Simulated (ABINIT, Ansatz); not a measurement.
# YBiS3 (Pm-3m): zone-centre phonons

Wanted: the vibrations of YBiS3 (Pm-3m) at Γ, by two programs.

Method: DFT PBEsol, scalar-relativistic, plane waves, PseudoDojo norm-conserving pseudopotentials, in ABINIT 10.8.3.

Most raw output is cut from this account.

The structure was built from a prototype and need not be the compound's stable phase.

## (1) Set-up

Symmetry: Pm-3m, No. 221, cubic system. The conventional cell has a = 5.370 Å, b = 5.370 Å, c = 5.370 Å, α = 90.00°, β = 90.00°, γ = 90.00°. Nearest to Bi lie 12 S at 3.80 Å. Y has 6 S at 2.69 Å nearest. Nearest to S lie 2 Y at 2.69 Å. Farther neighbours and most contacts between anions are not listed.

## (2) A probe with smearing

A first run with smearing and empty bands tells whether the crystal has a gap, which decides between fixed occupations and smearing later on.

The input, probe.abi:

```
# ground state
tolvrs 1.0d-08
prtden 1
prtwf 1

# basis, mesh and filling
ecut 30.0
ngkpt 4 4 4
nshiftk 1
shiftk 0.0 0.0 0.0
istwfk *1
occopt 7
tsmear 0.005
nband 31
nstep 100
diemac 9.0
prtebands 0
prtgsr 0
useylm 1

# cell and atoms
acell 10.14858518 10.14858518 10.14858518
rprim 
    1.0 0.0 0.0
    0.0 1.0 0.0
    0.0 0.0 1.0
ntypat 3
znucl 83 39 16
natom 5
typat 1 2 3 3 3
xred 
    0.0 0.0 0.0
    0.5 0.5 0.5
    0.5 0.5 0.0
    0.5 0.0 0.5
    0.0 0.5 0.5
pp_dirpath "./pseudo"
pseudos "Bi.upf, Y.upf, S.upf"
```

The run is started by

```bash
> OMP_NUM_THREADS=1 mpirun -n 4 abinit probe.abi > probe.log
```

Wall time 40 s (4 MPI ranks of Arm Neoverse V1, shared host).

Read from the output:

```yaml
volume_per_atom: 30.98 Å³
pressure: -7.104 GPa
gap_on_the_k_mesh: 0 eV
```

No gap opens on this mesh, so smearing is kept; the printed pressure holds the stress of the finite basis too.

## (3) Rough relaxation

The typed start is rough, so a first relaxation with smearing and loose thresholds takes it towards rest cheaply.

The input, prerelax.abi:

```
# relaxation
ionmov 2
optcell 2
dilatmx 1.15
chkdilatmx 0
ntime 40
tolmxf 3.0d-04
tolvrs 1.0d-10
prtwf 0
prtden 0
chksymtnons 0

# basis, mesh and filling
ecut 31.0
ecutsm 3.0
ngkpt 4 4 4
nshiftk 1
shiftk 0.0 0.0 0.0
istwfk *1
occopt 7
tsmear 0.005
nband 31
nstep 100
diemac 1000000.0
prtebands 0
prtgsr 0
useylm 1

# cell and atoms
acell 10.14858518 10.14858518 10.14858518
rprim 
    1.0 0.0 0.0
    0.0 1.0 0.0
    0.0 0.0 1.0
ntypat 3
znucl 83 39 16
natom 5
typat 1 2 3 3 3
xred 
    0.0 0.0 0.0
    0.5 0.5 0.5
    0.5 0.5 0.0
    0.5 0.0 0.5
    0.0 0.5 0.5
pp_dirpath "./pseudo"
pseudos "Bi.upf, Y.upf, S.upf"
```

The run is started by

```bash
> OMP_NUM_THREADS=1 mpirun -n 4 abinit prerelax.abi > prerelax.log
```

Elapsed: 4.2 min, on 4 MPI ranks; 17 min of CPU time.

Relaxation path:

```tsv
step	energy less that of the first step (eV)	largest force (eV/Å)	volume (Å³)
1	0.0000	0.0000	154.89
2	-0.1327	0.0000	151.65
3	-0.5202	0.0000	127.59
4	-0.5546	0.0000	133.31
5	-0.5558	0.0000	132.44
```

```tsv
conventional cell, symmetrised	before	after	change
a (Å)	5.370	5.097	-5.1 %
b (Å)	5.370	5.097	-5.1 %
c (Å)	5.370	5.097	-5.1 %
volume (Å³/atom)	30.98	26.49	-14.5 %
```

Final coordinates:

```xyz
5
Lattice="5.0973 0.0000 0.0000 0.0000 5.0973 0.0000 0.0000 0.0000 5.0973" Properties=species:S:1:pos:R:3 pbc="T T T"
Bi    0.0000    0.0000    0.0000
Y     2.5486    2.5486    2.5486
S     2.5486    2.5486    0.0000
S     2.5486    0.0000    2.5486
S     0.0000    2.5486    2.5486
```

Numbers from this step:

```
volume per atom : 26.49 Å³
pressure        : -0.01872 GPa
```

The volume changes by -14.5 % in this run and stands -14.5 % from the first cell.

## (4) Rough relaxation

The cell changed much, so the rough relaxation is repeated on a basis made for the new cell.

Edit prerelax.abi of step 3 so:

```diff
@@ -29,3 +29,3 @@
 # cell and atoms
-acell 10.14858518 10.14858518 10.14858518
+acell 9.632415568 9.632415568 9.632415568
 rprim
```

It took 53 s on 4 MPI ranks; 3.5 min of CPU time.

Little changed from the start: no atom moved by 0.005 Å and no cell edge by 0.1 %.

The volume changes by +0.0 % in this run and stands -14.5 % from the first cell.

## (5) Relaxing the cell and atoms

The harmonic expansion needs vanishing forces, and a free crystal bears no stress, so cell and atoms are brought to rest. Stress is more sensitive to the basis than forces are: the last 3 Ha under the cutoff are smoothed with ecutsm, and the cutoff is raised above that of the later runs.

relax.abi, as its differences from prerelax.abi of step 4:

```diff
@@ -3,7 +3,6 @@
 optcell 2
-dilatmx 1.15
-chkdilatmx 0
+dilatmx 1.08
 ntime 40
-tolmxf 3.0d-04
-tolvrs 1.0d-10
+tolmxf 1.0d-05
+tolvrs 1.0d-14
 prtwf 0
@@ -13,3 +12,3 @@
 # basis, mesh and filling
-ecut 31.0
+ecut 38.0
 ecutsm 3.0
@@ -20,3 +19,3 @@
 occopt 7
-tsmear 0.005
+tsmear 0.01
 nband 31
```

The run is started by

```bash
> OMP_NUM_THREADS=1 mpirun -n 4 abinit relax.abi > relax.log
```

Elapsed: 2.5 min, on 4 MPI ranks.

Little changed from the start: no atom moved by 0.005 Å and no cell edge by 0.1 %.

Numbers from this step:

- pressure: 2.14e-6 GPa

The volume changes by +0.0 % in this run and stands -14.5 % from the first cell.

## (6) Self-consistent run for the response

First-order wavefunctions inherit every error of the ground state, hence the very tight tolvrs. Smearing stays on, as the first look found no gap above 0.3 eV.

The input, gs.abi:

```
# ground state
tolvrs 1.0d-16
prtden 1
prtwf 1

# basis, mesh and filling
ecut 30.0
ngkpt 4 4 4
nshiftk 1
shiftk 0.0 0.0 0.0
istwfk *1
occopt 7
tsmear 0.01
nband 31
nstep 100
diemac 1000000.0
prtebands 0
prtgsr 0
useylm 1

# cell and atoms
acell 9.632911397 9.632911397 9.632911397
rprim 
    1.0 0.0 0.0
    0.0 1.0 0.0
    0.0 0.0 1.0
ntypat 3
znucl 83 39 16
natom 5
typat 1 2 3 3 3
xred 
    0.0 0.0 0.0
    0.5 0.5 0.5
    0.5 0.5 0.0
    0.5 0.0 0.5
    0.0 0.5 0.5
pp_dirpath "./pseudo"
pseudos "Bi.upf, Y.upf, S.upf"
```

The run is started by

```bash
> OMP_NUM_THREADS=1 mpirun -n 4 abinit gs.abi > gs.log
```

Run time: 35 s. Hardware: 4 MPI ranks; 2.4 min of CPU time.

This step gave:

```
pressure : -0.2626 GPa
```

The cell stands at -0.26 GPa: the relaxation ran with a smoothed and higher cutoff, and the difference is a stress of the finite basis.

## (7) Zone-centre response

At q = 0 one unit cell holds all displacements. The response is solved for single atoms along the cell's directions, and symmetry skips those that follow from others. The crystal is treated as a metal, which screens a static field, so no field response is asked.

The input, dfpt_gamma.abi:

```

# common to the responses
getwfk_filepath "gso_WFK"
kptopt 2
nqpt 1
qpt 0.0 0.0 0.0
asr 0
chneut 0

# displacements
rfphon 1
rfatpol 1 5
rfdir 1 1 1
tolvrs 1.0d-10
prtwf 0

# basis, mesh and filling
ecut 30.0
ngkpt 4 4 4
nshiftk 1
shiftk 0.0 0.0 0.0
istwfk *1
occopt 7
tsmear 0.01
nband 31
nstep 100
diemac 1000000.0
prtebands 0
prtgsr 0
useylm 1

# cell and atoms
acell 9.632911397 9.632911397 9.632911397
rprim 
    1.0 0.0 0.0
    0.0 1.0 0.0
    0.0 0.0 1.0
ntypat 3
znucl 83 39 16
natom 5
typat 1 2 3 3 3
xred 
    0.0 0.0 0.0
    0.5 0.5 0.5
    0.5 0.5 0.0
    0.5 0.0 0.5
    0.0 0.5 0.5
pp_dirpath "./pseudo"
pseudos "Bi.upf, Y.upf, S.upf"
```

The run is started by

```bash
> OMP_NUM_THREADS=1 mpirun -n 4 abinit dfpt_gamma.abi > dfpt_gamma.log
```

Run time: 3.5 min. Hardware: 4 MPI ranks.

Read from the output:

```
largest acoustic frequency at the zone centre before the sum rule : -0.93 cm⁻¹
highest optical zone-centre mode (no LO-TO term)                  : 411.4 cm⁻¹
lowest optical zone-centre mode                                   : -162.9 cm⁻¹
```

The acoustic modes at Γ come out as far as 0.9 cm⁻¹ from zero, where they should vanish, a small numerical error. The lowest optical mode is imaginary, 163i cm⁻¹, an instability at this level and on this k mesh.

## (8) Zone-centre analysis

anaddb reads the merged derivatives and imposes the acoustic sum rule.

The input, anaddb.abi:

```
ddb_filepath "gamma_DDB"
output_file "anaddb.abo"
outdata_prefix "anaddb"
asr 1
chneut 1
enunit 2
eivec 1
nph1l 1
qph1l 0.0 0.0 0.0 1.0
```

The input, mrgddb.in:

```
gamma_DDB
merged
2
dfpt_gammao_DDB
gso_DDB
```

The run is started by

```bash
> mrgddb < mrgddb.in > mrgddb.log
> OMP_NUM_THREADS=1 anaddb anaddb.abi > anaddb.log
```

Elapsed: 0.49 s, on 1 thread.

Numbers from this step:

| Item | Value |
| --- | --- |
| lowest optical zone-centre mode | -162.8 cm⁻¹ |

No LO-TO term; unit eigenvectors of the mass-weighted matrix, from anaddb's displacements. The modes at Γ (shares of kinetic energy by element, %) (negative means imaginary):

```tsv
mode	frequency (cm⁻¹)	symmetry	Bi %	Y %	S %
1	-162.8	T1u	17	2	81
2	-162.8	T1u	17	2	81
3	-162.8	T1u	17	2	81
4	-155.9	T2u	0	0	100
5	-155.9	T2u	0	0	100
6	-155.9	T2u	0	0	100
7	-62.6	T1u	30	55	15
8	-62.6	T1u	30	55	15
9	-62.6	T1u	30	55	15
10	0.0	acoustic	53	23	24
11	0.0	acoustic	53	23	24
12	0.0	acoustic	53	23	24
13	411.4	T1u	0	20	80
14	411.4	T1u	0	20	80
15	411.4	T1u	0	20	80
```

Displacements in mode 1 (-162.8 cm⁻¹), the largest set to 1:
```
Bi1  0.00  0.00  0.25
Y2   0.00  0.00  0.14
S3   0.00  0.00 -0.03
S4   0.00  0.00 -1.00
S5   0.00  0.00 -1.00
```

Displacements in mode 13 (411.4 cm⁻¹), the largest set to 1:
```
Bi1  0.00  0.00  0.00
Y2   0.00  0.00  0.30
S3   0.00  0.00 -1.00
S4   0.00  0.00  0.07
S5   0.00  0.00  0.07
```

The rule moves no optical mode by more than 0.1 cm⁻¹.

## (9) Sum rules set otherwise (asr 0)

Without the rule the raw error of the acoustic modes shows.

Edit anaddb.abi of step 8 so:

```diff
@@ -3,4 +3,4 @@
 outdata_prefix "anaddb"
-asr 1
-chneut 1
+asr 0
+chneut 0
 enunit 2
```

mrgddb.in is that of step 8.

The job ended after 0.49 s (1 thread).

This step gave:

- lowest optical zone-centre mode: -162.9 cm⁻¹

Zone-centre frequencies as printed; negative means imaginary. Modes:

```tsv
mode	frequency (cm⁻¹)
1	-162.9
2	-162.9
3	-162.9
4	-155.9
5	-155.9
6	-155.9
7	-62.67
8	-62.67
9	-62.67
10	-0.93
11	-0.93
12	-0.93
13	411.4
14	411.4
15	411.4
```

## (10) Cross-check with Ansatz

The same cell goes through another code at the same cutoff. The files are of one family, but Ansatz's library holds files of its own making for some heavy elements, so those for Bi may differ.

This step: DFT PBEsol, scalar-relativistic, plane waves, norm-conserving pseudopotentials of its library (PseudoDojo's, some remade) (Ansatz 0.2.0).

The input, input.yaml:

```yaml
crystal:
  lattice:
    - [5.0975171861, 0.0, 0.0]
    - [0.0, 5.0975171861, 0.0]
    - [0.0, 0.0, 5.0975171861]
  atoms:
    - { symbol: Bi, position: [0.0, 0.0, 0.0] }
    - { symbol: "Y", position: [0.5, 0.5, 0.5] }
    - { symbol: S, position: [0.5, 0.5, 0.0] }
    - { symbol: S, position: [0.5, 0.0, 0.5] }
    - { symbol: S, position: [0.0, 0.5, 0.5] }
kpoints:
  mp_grid: { grid: [4, 4, 4] }
hamiltonian:
  xc: pbesol
  pseudopotentials: { kind: nc, accuracy: standard }
scf:
  occupations: { method: gaussian, width: 0.27211 }
output:
  eigenvalues: true
basis:
  ecutwfc: 816.342
phonons:
  method: dfpt
```

The run is started by

```bash
> ansatz run input.yaml --threads 4 --pin off --max-ram 8192MiB --backend cpu --events-out ev --progress --plain --runs-dir out
```

Wall time 31 s (4 threads); peak memory 1.3 GiB.

Numbers from this step:

| Item | Value |
| --- | --- |
| sum-rule residual before enforcement | 7.90e-5 eV/Å² |
| lowest optical zone-centre mode | -163.2 cm⁻¹ |

## (11) The two compared: ABINIT PseudoDojo and Ansatz, library NC

Worked out from the results:

* root-mean-square difference: 0.23 cm⁻¹
* largest difference: 0.33 cm⁻¹

The 12 of 12 modes that differ most. Frequencies side by side:

```tsv
q (reciprocal lattice)	mode	ABINIT PseudoDojo (cm⁻¹)	Ansatz, library NC (cm⁻¹)
0 0 0	1	-162.8	-163.2
0 0 0	2	-162.8	-163.2
0 0 0	3	-162.8	-163.2
0 0 0	4	-155.9	-156.2
0 0 0	5	-155.9	-156.2
0 0 0	6	-155.9	-156.2
0 0 0	7	-62.65	-62.65
0 0 0	8	-62.65	-62.65
0 0 0	9	-62.65	-62.65
0 0 0	13	411.4	411.4
0 0 0	14	411.4	411.4
0 0 0	15	411.4	411.4
```

At the zone centre the largest difference (acoustic modes at Γ apart) is 0.08 % of the highest mode.

## (12) Results

```json
{
  "space group after relaxation": "Pm-3m",
  "volume per atom": "26.5 Å³",
  "highest optical zone-centre mode (no LO-TO term)": "411.4 cm⁻¹",
  "lowest optical zone-centre mode": "-162.8 cm⁻¹",
  "imaginary optical modes at the zone centre (no q mesh in this session)": "yes",
  "largest difference from Ansatz, library NC": "0.33 cm⁻¹"
}
```

At the PBEsol level the optical modes of YBiS3 (Pm-3m) at the zone centre run from 163i to 411 cm⁻¹, so the structure is a saddle point, with 9 modes beyond 10i cm⁻¹ there. ABINIT PseudoDojo and Ansatz, library NC agree to 0.33 cm⁻¹ (0.08 % of the highest mode compared) on all solved modes but the acoustic ones at Γ, without the LO-TO term. These are harmonic frequencies at zero temperature: anharmonic shifts and linewidths and thermal expansion are left out. Spin-orbit coupling is left out, which can matter for the heavy elements here. In a metal the frequencies hang on the k mesh and the smearing, most of all near Kohn anomalies. Ansatz warns that the cutoff lies 17 % under the one recommended for these files; agreement at one cutoff is not convergence. The total energies of the two programs lie far apart, so at least one potential file in Ansatz's library differs from the published one read by the first program. The structure is a hypothetical one, built on a prototype.

[Host names and launcher messages were left out of these logs when they were recorded.]

[Logs are printed without paths, hosts, clocks, repeated set-up lines and the standing remarks that a program may print on its own settings, such as how far it seeks lower states.]

[Hosts, paths, dates, database ids (printed as entryN), source tags and the programs' standing remarks are cut or masked in the printed files.]
